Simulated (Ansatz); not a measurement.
**Mo wire along [111], 31 atoms a period: bands along the axis**

Wanted: the relaxed geometry and the bands of the Mo wire along [111], 31 atoms a period.

Main program and level: Ansatz 0.2.0; DFT PBE, plane waves, PAW; relaxation of a wire's period; PAW set soft_1, in the first sound run; inputs show where later runs differ.

## Step 1: Set-up

The cell holds 31 atoms: 31 Mo. Cell: a = 20.207 Å, b = 19.701 Å, c = 2.737 Å, α = 90.0°, β = 90.0°, γ = 90.0°. Vacuum lies along a and b. The structure's axis is c.

## Step 2: Relaxation of atoms and period

Band widths follow the bond lengths, so the wire is relaxed first. The atoms and the third cell vector are free; the box across stays fixed as vacuum. A Fermi-Dirac smearing is set since the result may be a metal. The pressure printed is a third of the stress's trace over the whole box, vacuum included; only the stress along the axis is relaxed.

File input.yaml:

```yaml
crystal:
  lattice:
    - [20.207, 0.0, 0.0]
    - [0.0, 19.701, 0.0]
    - [0.0, 0.0, 2.736640276]
  atoms:
    - { symbol: Mo, position: [0.278836909, 0.499991015, 0.0] }
    - { symbol: Mo, position: [0.389415295, 0.696437581, 0.0] }
    - { symbol: Mo, position: [0.49999368, 0.499991015, 0.0] }
    - { symbol: Mo, position: [0.610572065, 0.696437581, 0.0] }
    - { symbol: Mo, position: [0.168258524, 0.434508827, 0.333333333] }
    - { symbol: Mo, position: [0.278836909, 0.238062261, 0.333333333] }
    - { symbol: Mo, position: [0.278836909, 0.630955392, 0.333333333] }
    - { symbol: Mo, position: [0.389415295, 0.434508827, 0.333333333] }
    - { symbol: Mo, position: [0.389415295, 0.827401958, 0.333333333] }
    - { symbol: Mo, position: [0.49999368, 0.238062261, 0.333333333] }
    - { symbol: Mo, position: [0.49999368, 0.630955392, 0.333333333] }
    - { symbol: Mo, position: [0.610572065, 0.434508827, 0.333333333] }
    - { symbol: Mo, position: [0.610572065, 0.827401958, 0.333333333] }
    - { symbol: Mo, position: [0.72115045, 0.238062261, 0.333333333] }
    - { symbol: Mo, position: [0.72115045, 0.630955392, 0.333333333] }
    - { symbol: Mo, position: [0.831728835, 0.434508827, 0.333333333] }
    - { symbol: Mo, position: [0.168258524, 0.565473204, 0.666666667] }
    - { symbol: Mo, position: [0.278836909, 0.369026638, 0.666666667] }
    - { symbol: Mo, position: [0.278836909, 0.76191977, 0.666666667] }
    - { symbol: Mo, position: [0.389415295, 0.172580072, 0.666666667] }
    - { symbol: Mo, position: [0.389415295, 0.565473204, 0.666666667] }
    - { symbol: Mo, position: [0.49999368, 0.369026638, 0.666666667] }
    - { symbol: Mo, position: [0.49999368, 0.76191977, 0.666666667] }
    - { symbol: Mo, position: [0.610572065, 0.172580072, 0.666666667] }
    - { symbol: Mo, position: [0.610572065, 0.565473204, 0.666666667] }
    - { symbol: Mo, position: [0.72115045, 0.369026638, 0.666666667] }
    - { symbol: Mo, position: [0.72115045, 0.76191977, 0.666666667] }
    - { symbol: Mo, position: [0.831728835, 0.565473204, 0.666666667] }
    - { symbol: Mo, position: [0.389415295, 0.303544449, 0.0] }
    - { symbol: Mo, position: [0.610572065, 0.303544449, 0.0] }
    - { symbol: Mo, position: [0.72115045, 0.499991015, 0.0] }
kpoints:
  mp_grid: { grid: [1, 1, 30] }
scf:
  occupations: { method: fermi_dirac, width: 0.05 }
hamiltonian:
  xc: pbe
  pseudopotentials: { kind: paw, azcp: { folder: soft_1 } }
relax:
  cell: { fix: [a, b, alpha, beta, gamma] }
  max_steps: 45
  f_tol: 0.03
```

Started as:

```
$ ansatz run input.yaml --threads 16 --pin off --max-ram 61440MiB --backend cuda --events-out ev --progress --plain --runs-dir out --max-vram 78GiB
```

Numbers of over 12 decimals in the logs are rounded to 6 here.

What it wrote:

```text
Engine: ansatz 0.2.0, aarch64-unknown-linux-gnu
Pseudopotentials: kind: paw
Pseudopotential: Mo, paw, valence charge 14, recommended cutoff 420 eV (normal), soft_1/Mo.paw.azcp
Functional definition: PBE
  parameter kappa = 0.804
  parameter beta = 0.066725
  exchange = pbe_x(kappa = kappa, mu = beta*pi^2/3)
  correlation = pbe_c(beta = beta)
[...]
Crystal: 31 atoms, lattice volume = 1089.451 Å³
Basis set: ecut = 420 eV, 21383 PW (Γ), exchange–correlation on 288×270×40 points (8 copies of the dense FFT grid, shifted against one another)
Bands: 261, of which v1, the nominal top of the filled ones, is band 217 counted from 1 (216 counted from 0)
Symmetry: 4 space group operations
Space group: P2/m (ITA 10), of the structure as read, at distance tolerance 1.0e-4 Å
k-points: 16 of 30
Non-local potential: Mo, projectors of the file, l = 0: 3, l = 1: 2, l = 2: 2, l = 3: 1
PAW form: soft (Blöchl's): semilocal exchange-correlation on the pseudo side does not see the compensation charge
PAW one-centre angular grid: Mo, 590 points (default); XC on 64 Gauss nodes
Initial density: superposition of atomic densities (neutral atoms: chi_scale 0, normalization atom)
Initial wavefunctions: pseudopotential atomic-orbital guess
[...]
Functional: x = pbe(κ = 0.804, μ = 0.219515), c = pbe(β = 0.066725)
SCF iter   1: F=—  HF=-153639.386206 eV  |F-HF|=—  |Δ(HF+E_count)|=         —  Δρ=7.31e-2  dr2=3.56e2  ethr=3.10e-3  ⟨swp⟩=9.1  Hψ=19244  notcnv=0  defer=1
preconditioner: auto → LDOS  [metal: Δε(μ)=0.006 eV  Ē_g=4.172 eV  σ=0.050 eV  W_gap=0.03  n_scr=194 (ndim 8)  ℏωp=15.3 eV  f_vac=0.432  D(μ)=43.36/eV (n_scr^D=350)  β→1.0]
SCF iter   2: F=—  HF=-153618.628508 eV  |F-HF|=—  |Δ(HF+E_count)|=    2.08e1  Δρ=4.49e-2  dr2=4.82e1  ethr=3.10e-3  ⟨swp⟩=4.2  Hψ=11517  notcnv=0  defer=59
[...]
SCF iter  12: F=-153610.519741 eV  HF=-153610.519741 eV  |F-HF|=1.40e-8  |Δ(HF+E_count)|=   5.25e-8  Δρ=1.01e-6  dr2=3.28e-8  ethr=2.30e-11  ⟨swp⟩=4.4  Hψ=11692  notcnv=0
SCF 1 converged in 12 iterations: F = -153610.519741 eV  dr2 = 3.28e-8
  greatest PAW one-centre occupation: 0.999 electrons in one spin orbital (limit 2), on the Mo atom at site 2 (counted from 0), in its partial waves of l = 0
relax step   1: F+E_penalty+E_count = -153610.51974116 eV  Δ(F+E_penalty+E_count) = +0.000e0 eV  max|allowed force component| = 1.763e0 eV/Å  Δτ_max = 0.0000 Å  P = -5.741 GPa  Ω = 1089.451 Å³  fix = [a, b, alpha, beta, gamma]  reactions: a -5.273, b -5.281 GPa; alpha +0.012 GPa/rad  (12 SCF iters, dr2 threshold 1.00e-7 eV, accepted)
[...]
Crystal: 31 atoms, lattice volume = 1045.592 Å³
Basis set: ecut = 420 eV, 20503 PW (Γ), exchange–correlation on 288×270×40 points (8 copies of the dense FFT grid, shifted against one another)
[...]
iter 1 solved again at ethr=1.46e-3 eV; its pass at ethr=3.10e-3 eV (dr2=6.34e0 eV) is discarded
SCF iter   1: F=—  HF=-153612.553571 eV  |F-HF|=—  |Δ(HF+E_count)|=         —  Δρ=1.77e-2  dr2=6.45e0  ethr=1.46e-3  ⟨swp⟩=2.3  Hψ=25334  notcnv=0  defer=1
preconditioner: auto → LDOS  [metal: Δε(μ)=0.016 eV  Ē_g=4.027 eV  σ=0.050 eV  W_gap=0.08  n_scr=176 (ndim 8)  ℏωp=15.7 eV  f_vac=0.461  D(μ)=27.37/eV (n_scr^D=144)  β→1.0]
SCF iter   2: F=—  HF=-153612.463558 eV  |F-HF|=—  |Δ(HF+E_count)|=   9.00e-2  Δρ=9.06e-3  dr2=4.00e0  ethr=1.46e-3  ⟨swp⟩=4.7  Hψ=7461  notcnv=0  defer=5
[...]
SCF iter   8: F=-153611.967362 eV  HF=-153611.967363 eV  |F-HF|=1.97e-7  |Δ(HF+E_count)|=   4.29e-6  Δρ=5.23e-6  dr2=6.82e-7  ethr=7.14e-10  ⟨swp⟩=5.7  Hψ=15295  notcnv=0
SCF 2 converged in 8 iterations: F = -153611.967362 eV  dr2 = 6.82e-7
  greatest PAW one-centre occupation: 0.999 electrons in one spin orbital (limit 2), on the Mo atom at site 30 (counted from 0), in its partial waves of l = 0
relax step   2: F+E_penalty+E_count = -153611.96736232 eV  Δ(F+E_penalty+E_count) = -1.448e0 eV  max|allowed force component| = 1.648e0 eV/Å  Δτ_max = 0.1949 Å  P = +4.262 GPa  Ω = 1045.592 Å³  energy of the carried Pulay correction = +4.815e-3 eV  fix = [a, b, alpha, beta, gamma]  reactions: a +3.468, b +3.483 GPa; alpha -0.001 GPa/rad  (8 SCF iters, dr2 threshold 3.10e-6 eV, accepted)
[...]
Crystal: 31 atoms, lattice volume = 1067.648 Å³
[...]
SCF 3 converged in 8 iterations: F = -153612.874984 eV  dr2 = 2.92e-7
[...]
SCF 4 converged in 8 iterations: F = -153612.714172 eV  dr2 = 4.41e-7
[...]
SCF 5 converged in 12 iterations: F = -153613.009986 eV  dr2 = 5.61e-11
[...]
SCF 6 converged in 6 iterations: F = -153613.019393 eV  dr2 = 5.16e-7
[...]
SCF 7 converged in 7 iterations: F = -153613.016843 eV  dr2 = 4.01e-11
[...]
SCF converged after 7 iterations
[...]
--- Relaxed structure (6 steps of the walk, 5 accepted, 1 SCFs on fresh bases) ---
  F+E_penalty+E_count = -153613.01684308 eV   max|allowed force component| = 2.324e-2 eV/Å   (the final SCF, on the basis selected at the relaxed cell)
  cell:  # Å, volume = 1068.1472 Å³
    - [20.207, 0.0, 0.0]
    - [0.0, 19.701, 0]
    - [0.0, 0, 2.683126]
  atoms:
    - { symbol: Mo, position: [0.277727, 0.499991, 0] }
    - { symbol: Mo, position: [0.388855, 0.697362, -0.000372007] }
    - { symbol: Mo, position: [0.499994, 0.499991, 0] }
    - { symbol: Mo, position: [0.611132, 0.697362, -0.000372007] }
    - { symbol: Mo, position: [0.174739, 0.438258, 0.346087] }
    - { symbol: Mo, position: [0.285311, 0.242013, 0.346271] }
    - { symbol: Mo, position: [0.276723, 0.632170, 0.336908] }
    - { symbol: Mo, position: [0.389492, 0.434579, 0.342678] }
    - { symbol: Mo, position: [0.389541, 0.819680, 0.345543] }
    - { symbol: Mo, position: [0.499994, 0.235721, 0.337921] }
    - { symbol: Mo, position: [0.499994, 0.630791, 0.342548] }
    - { symbol: Mo, position: [0.610496, 0.434579, 0.342678] }
    - { symbol: Mo, position: [0.610446, 0.819680, 0.345543] }
    - { symbol: Mo, position: [0.714676, 0.242013, 0.346271] }
    - { symbol: Mo, position: [0.723264, 0.632170, 0.336908] }
    - { symbol: Mo, position: [0.825249, 0.438258, 0.346087] }
    - { symbol: Mo, position: [0.174739, 0.561724, 0.653913] }
    - { symbol: Mo, position: [0.276723, 0.367812, 0.663092] }
    - { symbol: Mo, position: [0.285311, 0.757969, 0.653729] }
    - { symbol: Mo, position: [0.389541, 0.180302, 0.654457] }
    - { symbol: Mo, position: [0.389492, 0.565403, 0.657322] }
    - { symbol: Mo, position: [0.499994, 0.369191, 0.657452] }
    - { symbol: Mo, position: [0.499994, 0.764261, 0.662079] }
    - { symbol: Mo, position: [0.610446, 0.180302, 0.654457] }
    - { symbol: Mo, position: [0.610496, 0.565403, 0.657322] }
    - { symbol: Mo, position: [0.723264, 0.367812, 0.663092] }
    - { symbol: Mo, position: [0.714676, 0.757969, 0.653729] }
    - { symbol: Mo, position: [0.825249, 0.561724, 0.653913] }
    - { symbol: Mo, position: [0.388855, 0.302620, 0.000372007] }
    - { symbol: Mo, position: [0.611132, 0.302620, 0.000372007] }
    - { symbol: Mo, position: [0.722261, 0.499991, 0] }
```

It took 11 s on 1 × NVIDIA GB200 with 16 threads of Arm Neoverse V2, shared host; peak memory 1.5 GiB.

Step by step:

```
step  energy less that of the first step (eV)  largest force component (eV/Å)  pressure (GPa)  volume (Å³)
   1                                   0.0000                          1.7628           -5.74      1089.45
   2                                  -1.4476                          1.6484            4.26      1045.59
   3                                  -2.3552                          0.5702           -0.69      1067.65
   4                                  -2.1944                          0.4659            0.15      1062.69
   5                                  -2.4902                          0.1592           -0.19      1065.80
   6                                  -2.4997                          0.0233            0.00      1068.15
   7                                  -2.4971                          0.0232            0.00      1068.15
```

The log counts 1 steps on a newly chosen plane-wave basis, not all of them marked here; energy and pressure can jump at such steps. Relaxation step 4 was tried and not accepted.

Forces are held to the 4 operations that the run works with; a distortion that breaks them can't arise in this run.

```
cell as run  before  after  change
      c (Å)   2.737  2.683  -2.0 %
```

The atoms that moved most (Å, along periodic axes as changes of fractional coordinates times the final cell, across vacuum about the mean position):

```
atom      dx      dy      dz  length
Mo19   0.131  -0.078  -0.035   0.156
 Mo6   0.131   0.078   0.035   0.156
Mo27  -0.131  -0.078  -0.035   0.156
Mo14  -0.131   0.078   0.035   0.156
Mo24  -0.003   0.152  -0.033   0.156
Mo20   0.003   0.152  -0.033   0.156
Mo13  -0.003  -0.152   0.033   0.156
 Mo9   0.003  -0.152   0.033   0.156
```

Numbers from this step:

```
energy at zero smearing    : -153612.8962 eV
cell length along the wire : 2.683 Å
```

The cell's length comes to 2.683 Å with spin left out.

## Step 3: The wire at its relaxed period

This step: DFT PBE, plane waves, PAW; bands of a perfect wire; PAW set soft_1 (Ansatz 0.2.0).

At the relaxed period the bands are computed along the axis; those that cross an energy going forward count the channels that a perfect wire would open there.

File input.yaml:

```yaml
crystal:
  lattice:
    - [20.207, 0.0, 0.0]
    - [0.0, 19.701, 0.0]
    - [0.0, 0.0, 2.6831256612]
  atoms:
    - { symbol: Mo, position: [0.277726821, 0.499991015, 0.0] }
    - { symbol: Mo, position: [0.38885509, 0.697362295, 0.999627993] }
    - { symbol: Mo, position: [0.49999368, 0.499991015, 0.0] }
    - { symbol: Mo, position: [0.611132269, 0.697362295, 0.999627993] }
    - { symbol: Mo, position: [0.17473881, 0.438258012, 0.3460874] }
    - { symbol: Mo, position: [0.285311254, 0.24201311, 0.346270533] }
    - { symbol: Mo, position: [0.276723381, 0.632169663, 0.336908041] }
    - { symbol: Mo, position: [0.389491561, 0.43457938, 0.342677708] }
    - { symbol: Mo, position: [0.38954119, 0.819680414, 0.345542623] }
    - { symbol: Mo, position: [0.49999368, 0.235720876, 0.337920993] }
    - { symbol: Mo, position: [0.49999368, 0.630791334, 0.34254794] }
    - { symbol: Mo, position: [0.610495799, 0.43457938, 0.342677708] }
    - { symbol: Mo, position: [0.61044617, 0.819680414, 0.345542623] }
    - { symbol: Mo, position: [0.714676106, 0.24201311, 0.346270533] }
    - { symbol: Mo, position: [0.723263979, 0.632169663, 0.336908041] }
    - { symbol: Mo, position: [0.82524855, 0.438258012, 0.3460874] }
    - { symbol: Mo, position: [0.17473881, 0.561724019, 0.6539126] }
    - { symbol: Mo, position: [0.276723381, 0.367812368, 0.663091959] }
    - { symbol: Mo, position: [0.285311254, 0.75796892, 0.653729467] }
    - { symbol: Mo, position: [0.38954119, 0.180301616, 0.654457377] }
    - { symbol: Mo, position: [0.389491561, 0.56540265, 0.657322292] }
    - { symbol: Mo, position: [0.49999368, 0.369190697, 0.65745206] }
    - { symbol: Mo, position: [0.49999368, 0.764261154, 0.662079007] }
    - { symbol: Mo, position: [0.61044617, 0.180301616, 0.654457377] }
    - { symbol: Mo, position: [0.610495799, 0.56540265, 0.657322292] }
    - { symbol: Mo, position: [0.723263979, 0.367812368, 0.663091959] }
    - { symbol: Mo, position: [0.714676106, 0.75796892, 0.653729467] }
    - { symbol: Mo, position: [0.82524855, 0.561724019, 0.6539126] }
    - { symbol: Mo, position: [0.38885509, 0.302619735, 0.000372007] }
    - { symbol: Mo, position: [0.611132269, 0.302619735, 0.000372007] }
    - { symbol: Mo, position: [0.722260539, 0.499991015, 0.0] }
kpoints:
  mp_grid: { grid: [1, 1, 30] }
  band_path: { path: ["Γ", Z], npoints: 90 }
scf:
  occupations: { method: fermi_dirac, width: 0.05 }
hamiltonian:
  xc: pbe
  pseudopotentials: { kind: paw, azcp: { folder: soft_1 } }
output:
  dos: { e_range: [-5, 4] }
  write_potential: true
  write_density: true
  volumetric_format: npy
```

What it wrote:

```text
[...]
Crystal: 31 atoms, lattice volume = 1068.147 Å³
Basis set: ecut = 420 eV, 20999 PW (Γ)
Bands: 261, of which v1, the nominal top of the filled ones, is band 217 counted from 1 (216 counted from 0)
[... 1 set-up line as in the run before ...]
[...]
k-points: 16 of 30
[...]
SCF iter   1: F=—  HF=-153639.535747 eV  |F-HF|=—  |Δ(HF+E_count)|=         —  Δρ=6.94e-2  dr2=2.31e2  ethr=3.10e-3  ⟨swp⟩=9.8  Hψ=20656  notcnv=0  defer=5
[...]
SCF iter   6: F=—  HF=-153613.018334 eV  |F-HF|=—  |Δ(HF+E_count)|=   1.53e-3  Δρ=4.68e-4  dr2=6.54e-3  ethr=1.31e-5  ⟨swp⟩=2.0  Hψ=5630  notcnv=0  defer=141
[...]
SCF iter   9: F=—  HF=-153613.016986 eV  |F-HF|=—  |Δ(HF+E_count)|=   2.54e-3  Δρ=1.63e-5  dr2=6.06e-6  ethr=1.74e-8  ⟨swp⟩=2.8  Hψ=6576  notcnv=0  defer=141
[...]
SCF iter  11: F=-153613.016988 eV  HF=-153613.016988 eV  |F-HF|=5.28e-8  |Δ(HF+E_count)|=   2.18e-7  Δρ=2.49e-6  dr2=7.13e-8  ethr=2.30e-11  ⟨swp⟩=15.7  Hψ=16650  notcnv=0
SCF 1 converged in 11 iterations: F = -153613.016988 eV  dr2 = 7.13e-8
[...]
NSCF: frozen V_eff on 91 k-points
[...]
SCF converged after 11 iterations
[...]
```

Wall time 9.9 s (1 × NVIDIA GB200 with 16 threads); peak memory 2.6 GiB.

In the SCF lines HF is the Harris–Foulkes energy and dr2 the Hartree energy of the density residual, in eV; the loop may stop once dr2 is under the threshold and the program's other checks hold. Hψ counts applications of the Hamiltonian.

Numbers from this step:

```yaml
energy_at_zero_smearing: -153612.8963 eV
band_gap: 0 eV
```

Electronic bands along the path, in eV, zero at the Fermi level; # counts the bands kept:

```
  point    #33    #34    #35    #36    #37    #38    #39    #40
      Γ  -0.20  -0.19  -0.12  -0.09   0.22   0.22   0.32   0.42
halfway  -0.64  -0.47  -0.47  -0.46  -0.40  -0.35  -0.34  -0.10
      Z   0.53   0.56   0.56   0.78   0.78   0.95   0.99   0.99
```

Between Γ and Z the bands cross the Fermi level 35 times, so a perfect wire would conduct at least 35 G₀, with spin left out.

## Step 4: Results

```
cell length, PBE                                            : 2.683 Å
ballistic conductance by band crossings, a lower bound, PBE : 35 G₀
```

In words: Under PBE the cell's length is 2.68 Å, and the bands cross the Fermi level 35 times between Γ and Z, which gives a perfect wire at least 35 G₀ (opposite crossings within one step of the path cancel in such a count). No spin was allowed, though thin wires with open d shells can turn magnetic.

[Logs are printed without paths, hosts, clocks, repeated set-up lines and the standing remarks that a program may print on its own settings, such as how far it seeks lower states.]

[Hosts, paths, dates, database ids (printed as entryN), source tags and the programs' standing remarks are cut or masked in the printed files.]
